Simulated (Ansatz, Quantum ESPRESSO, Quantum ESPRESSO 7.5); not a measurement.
## Band edges of F-SiC-H chair, 1 layer under strain

Wanted: deformation of the bands of F-SiC-H chair, 1 layer, driven from Python.

Main program and level: Quantum ESPRESSO 7.5; plane-wave DFT, PBE, GBRV ultrasoft pseudopotentials (geometry by Ansatz 0.2.0 with PAW datasets; geometry under PBE).

This is a report of a sequence of runs, with most program output left out.

**1. The structure**

The cell holds 4 atoms: 1 H, 1 C, 1 Si and 1 F. Its edges and angles: a = 3.086 Å, b = 3.086 Å, c = 18.373 Å, α = 90.0°, β = 90.0°, γ = 120.0°. Vacuum lies along c.

This sheet is a model structure: its symmetry is held, and its stability is not tested here.

**2. Relaxation with Ansatz**

A relaxation in Ansatz fixes the structure of this slab for the runs on it.

Input file input.yaml:

```yaml
crystal:
  lattice:
    - [3.0855, 0.0, 0.0]
    - [-1.54275, 2.6721213834, 0.0]
    - [0.0, 0.0, 18.3733333333]
  atoms:
    - { symbol: H, position: [0.6666666667, 0.3333333333, 0.4082002903] }
    - { symbol: C, position: [0.6666666667, 0.3333333333, 0.466436865] }
    - { symbol: Si, position: [0.3333333333, 0.6666666667, 0.5003628447] }
    - { symbol: F, position: [0.3333333333, 0.6666666667, 0.5917997097] }
kpoints:
  mp_grid: { grid: [12, 12, 1] }
hamiltonian:
  xc: pbe
scf:
  occupations: { method: fermi_dirac, width: 0.05 }
  convergence: { dr2_threshold: 1.0e-08 }
efield:
  axis: 3
  dipole_correction: true
  ramp_position: 0.97
  ramp_width: 0.04
relax:
  f_tol: 0.01
  cell: { fix: [c, alpha, beta] }
output:
  write_potential: true
  write_density: true
  volumetric_format: npy
```

Run with:

```bash
$ ansatz run input.yaml --threads 2 --pin off --max-ram 4096MiB --backend cpu --events-out ev --progress --plain --runs-dir out
```

Elapsed: 14 s, on 2 threads of AMD EPYC 9R45, shared host; peak memory 0.44 GiB; 16 s of CPU time.

The steps of the relaxation:

```
step  energy less that of the first step (eV)  largest force component (eV/Å)  pressure (GPa)  volume (Å³)
   1                                   0.0000                          2.4190           -0.65       151.48
   2                                  -0.1260                          1.5694           -0.61       155.88
   3                                  -0.1643                          0.1706            0.03       155.90
   4                                  -0.1651                          0.0243           -0.03       155.69
   5                                  -0.1651                          0.0016            0.00       155.66
  6*                                  -0.1696                          0.0014            0.04       155.66
   7                                  -0.1694                          0.0082            0.01       155.84
  8*                                  -0.1696                          0.0082            0.01       155.84
```

Relaxation steps marked * repeat the geometry before them on a plane-wave basis chosen anew for their cell, so energy and pressure can jump there.

Forces are held to the 6 operations that the run works with; a distortion that breaks them can't arise in this run.

```
cell as run  before  after  change
      a (Å)   3.086  3.130  +1.4 %
      b (Å)   3.086  3.130  +1.4 %
```

The atoms that moved most (Å, along periodic axes as changes of fractional coordinates times the final cell, across vacuum about the mean position):

```
atom     dx     dy      dz  length
  F4  0.000  0.000  -0.084   0.084
  C2  0.000  0.000   0.062   0.062
  H1  0.000  0.000   0.025   0.025
```

Final coordinates:

```xyz
4
Lattice="3.1295 0.0000 0.0000 -1.5648 2.7103 0.0000 0.0000 0.0000 18.3733" Properties=species:S:1:pos:R:3
H     1.5648    0.9034    7.5245
C     1.5648    0.9034    8.6319
Si    0.0000    1.8068    9.1913
F     0.0000    1.8068   10.7890
```

This step gave:

| Property | Result |
| --- | --- |
| free energy | -1712.5614 eV |
| Fermi energy | -1.924 eV |
| gap by band count | 3.536 eV |
| symmetry operations | 6 |
| dipole along the normal | -0.2000 e·Å |
| vacuum level at the upper face over a Fermi level inside the gap | 6.830 eV |
| vacuum level at the lower face over a Fermi level inside the gap | 2.563 eV |

**3. The script**

Under ESM bc1 levels count from the vacuum, or from the mean of the two vacuum levels where the sheet has a dipole, so band edges at unlike strains can be compared.

Level of this step: plane-wave DFT, PBE, GBRV ultrasoft pseudopotentials (Quantum ESPRESSO 7.5).

Input file run.py:

```python
import json
import numpy as np
from ase import Atoms
from ase.calculators.espresso import Espresso, EspressoProfile

profile = EspressoProfile(command='mpirun -n 2 pw.x -nk 2', pseudo_dir='../pseudo')
pseudopotentials = {'C': 'c_pbe_v1.2.uspp.F.UPF', 'F': 'f_pbe_v1.4.uspp.F.UPF', 'H': 'h_pbe_v1.4.uspp.F.UPF', 'Si': 'si_pbe_v1.uspp.F.UPF'}
system = {'ecutwfc': 40, 'ecutrho': 200, 'occupations': 'smearing', 'smearing': 'fd', 'degauss': 0.002}


def calculator(name, kpts, **extra):
    data = dict(control=dict(tprnfor=True, verbosity='high', disk_io='none'),
                system=system | extra,
                electrons=dict(conv_thr=1e-09, mixing_beta=0.4, mixing_mode='plain',
                               electron_maxstep=100))
    return Espresso(profile=profile, directory=name, pseudopotentials=pseudopotentials, kpts=kpts, input_data=data)


def centre(atoms):
    z = atoms.positions[:, 2]
    atoms.positions[:, 2] -= (z.max() + z.min()) / 2  # ESM wants the slab about z = 0
    return atoms

sheet = Atoms(
    ['H', 'C', 'Si', 'F'],
    scaled_positions=[
        [0.6666666667, 0.3333333333, 0.4095363223],
        [0.6666666667, 0.3333333333, 0.4698035748],
        [0.3333333333, 0.6666666667, 0.5002494911],
        [0.3333333333, 0.6666666667, 0.5872103214]],
    cell=[
        [3.129530945899, 0.000000000000, 0.000000000000],
        [-1.564765472950, 2.710253301078, 0.000000000000],
        [0.000000000000, 0.000000000000, 18.373333333300]],
    pbc=True)

rows = []
for strain in [-0.03, -0.015, 0.0, 0.015, 0.03]:
    atoms = sheet.copy()
    atoms.set_cell(sheet.cell.array * [[1 + strain], [1 + strain], [1]], scale_atoms=True)
    atoms = centre(atoms)
    atoms.calc = calculator(f's{strain:+.3f}', (12, 12, 1), assume_isolated='esm', esm_bc='bc1', nbnd=12)
    energy = atoms.get_potential_energy()
    levels = np.array([atoms.calc.get_eigenvalues(kpt=i) for i in range(len(atoms.calc.get_ibz_k_points()))])
    top, bottom = levels[:, 7].max(), levels[:, 8].min()
    direct = (levels[:, 8] - levels[:, 7]).min()
    rows.append([strain, energy, top, bottom, direct])
    print(f'strain {strain:+.3f}: E = {energy:.5f} eV, valence top {top:.3f}, conduction bottom {bottom:.3f}, '
          f'gap {bottom - top:.3f}, least direct gap {direct:.3f} eV')

x, energy, top, bottom, direct = np.array(rows).T
area = np.linalg.norm(np.cross(*sheet.cell[:2]))
stiffness = np.polyfit(x, energy, 2)[0] / area * 16.0218  # C11 + C12, heights clamped
print(f'valence and conduction edges move by {np.polyfit(x, top, 1)[0]:.2f} and {np.polyfit(x, bottom, 1)[0]:.2f} eV per unit biaxial strain')
print(f'C11 + C12 with clamped heights: {stiffness:.1f} N/m')
json.dump(dict(rows=rows, stiffness=stiffness), open('result.json', 'w'))
```

Run with:

```bash
$ OMP_NUM_THREADS=1 python run.py
```

Wall time 93 s (2 MPI ranks); peak memory 0.37 GiB.

This step gave:

| Property | Result |
| --- | --- |
| biaxial stiffness | 163.8 N/m |

Table of band edge from the vacuum level by biaxial strain:

```
biaxial strain (%)  valence top (eV)  conduction bottom (eV)
             -3.00             -6.48                   -3.21
             -1.50             -6.51                   -3.11
              0.00             -6.53                   -3.03
              1.50             -6.55                   -2.96
              3.00             -6.56                   -2.89
```

Table of gap by biaxial strain:

```
biaxial strain (%)  on the mesh (eV)  least direct (eV)
             -3.00              3.27               3.27
             -1.50              3.40               3.40
              0.00              3.50               3.50
              1.50              3.59               3.59
              3.00              3.67               3.67
```

The energy over the lowest by biaxial strain:

```
biaxial strain (%)  energy over the lowest (meV)
             -3.00                          84.4
             -1.50                          20.2
              0.00                             0
              1.50                          18.6
              3.00                          71.6
```

**4. Running the series: PBE, SSSP efficiency**

Level of this step: plane-wave DFT, PBE, SSSP efficiency pseudopotentials (Quantum ESPRESSO 7.5).

run.py, as its differences from the input of step 3:

```diff
@@ -6,4 +6,4 @@
 profile = EspressoProfile(command='mpirun -n 2 pw.x -nk 2', pseudo_dir='../pseudo')
-pseudopotentials = {'C': 'c_pbe_v1.2.uspp.F.UPF', 'F': 'f_pbe_v1.4.uspp.F.UPF', 'H': 'h_pbe_v1.4.uspp.F.UPF', 'Si': 'si_pbe_v1.uspp.F.UPF'}
-system = {'ecutwfc': 40, 'ecutrho': 200, 'occupations': 'smearing', 'smearing': 'fd', 'degauss': 0.002}
+pseudopotentials = {'C': 'C.pbe-n-kjpaw_psl.1.0.0.UPF', 'F': 'f_pbe_v1.4.uspp.F.UPF', 'H': 'H.pbe-rrkjus_psl.1.0.0.UPF', 'Si': 'Si.pbe-n-rrkjus_psl.1.0.0.UPF'}
+system = {'ecutwfc': 45, 'ecutrho': 360, 'occupations': 'smearing', 'smearing': 'fd', 'degauss': 0.002}
```

Run with:

```bash
$ OMP_NUM_THREADS=1 python run.py
```

The job ended after 2.2 min (2 MPI ranks; peak memory 0.63 GiB; 4.1 min of CPU time).

Read from the output:

| Property | Result |
| --- | --- |
| biaxial stiffness | 164.9 N/m |

Table of band edge from the vacuum level by biaxial strain:

```
biaxial strain (%)  valence top (eV)  conduction bottom (eV)
             -3.00             -6.47                   -3.21
             -1.50             -6.50                   -3.12
              0.00             -6.52                   -3.04
              1.50             -6.54                   -2.96
              3.00             -6.55                   -2.90
```

Table of gap by biaxial strain:

```
biaxial strain (%)  on the mesh (eV)  least direct (eV)
             -3.00              3.25               3.25
             -1.50              3.38               3.38
              0.00              3.48               3.48
              1.50              3.58               3.58
              3.00              3.65               3.65
```

Energy over the lowest against biaxial strain:

```
biaxial strain (%)  energy over the lowest (meV)
             -3.00                          88.5
             -1.50                          22.1
              0.00                             0
              1.50                          17.0
              3.00                          68.6
```

**5. Worked from the printed numbers**

Under equal strain ε in the plane, E = A (C11 + C12) ε². From the points at ±1.5 %: d²E/dε² = (20.16 + 18.62 − 2 × 0.00) meV / 0.015² = 172 eV, and 172/(2 × 8.482 Å²) × 16.02 = 163 N/m.

**6. Summary of results**

```json
{
 "C11 + C12, heights clamped, PBE, GBRV ultrasoft": "164 N/m",
 "gap on the mesh at zero strain, PBE, GBRV ultrasoft": "3.50 eV",
 "valence top below the mean of the two vacuum levels at zero strain, PBE, GBRV ultrasoft": "6.53 eV",
 "shift of the valence top per unit biaxial strain, PBE, GBRV ultrasoft": "-1.3 eV",
 "shift of the conduction bottom per unit biaxial strain, PBE, GBRV ultrasoft": "5.3 eV",
 "C11 + C12, heights clamped, PBE, SSSP efficiency": "165 N/m",
 "gap on the mesh at zero strain, PBE, SSSP efficiency": "3.48 eV",
 "valence top below the mean of the two vacuum levels at zero strain, PBE, SSSP efficiency": "6.52 eV",
 "shift of the valence top per unit biaxial strain, PBE, SSSP efficiency": "-1.4 eV",
 "shift of the conduction bottom per unit biaxial strain, PBE, SSSP efficiency": "5.2 eV"
}
```

The sheet's biaxial stiffness comes to 164 N/m and its gap at zero strain to 3.50 eV (PBE, GBRV ultrasoft). From −3 % to +3 % the gap on the mesh goes from 3.27 to 3.67 eV; it is direct at every strain. Heights are clamped under strain, which makes a sheet with several atomic planes too stiff. Semilocal gaps are too small. The sheet carries a dipole, so the two faces have unlike vacuum levels and the zero lies between them.

[Logs are printed without paths, hosts, clocks, repeated set-up lines and the standing remarks that a program may print on its own settings, such as how far it seeks lower states.]

[Hosts, paths, dates, database ids (printed as entryN), source tags and the programs' standing remarks are cut or masked in the printed files.]

[Maps of the electrostatic potential energy from Ansatz leave out the sawtooth potential of an applied field or a dipole correction, so their vacuum need not be flat; planar profiles and work functions include it.]
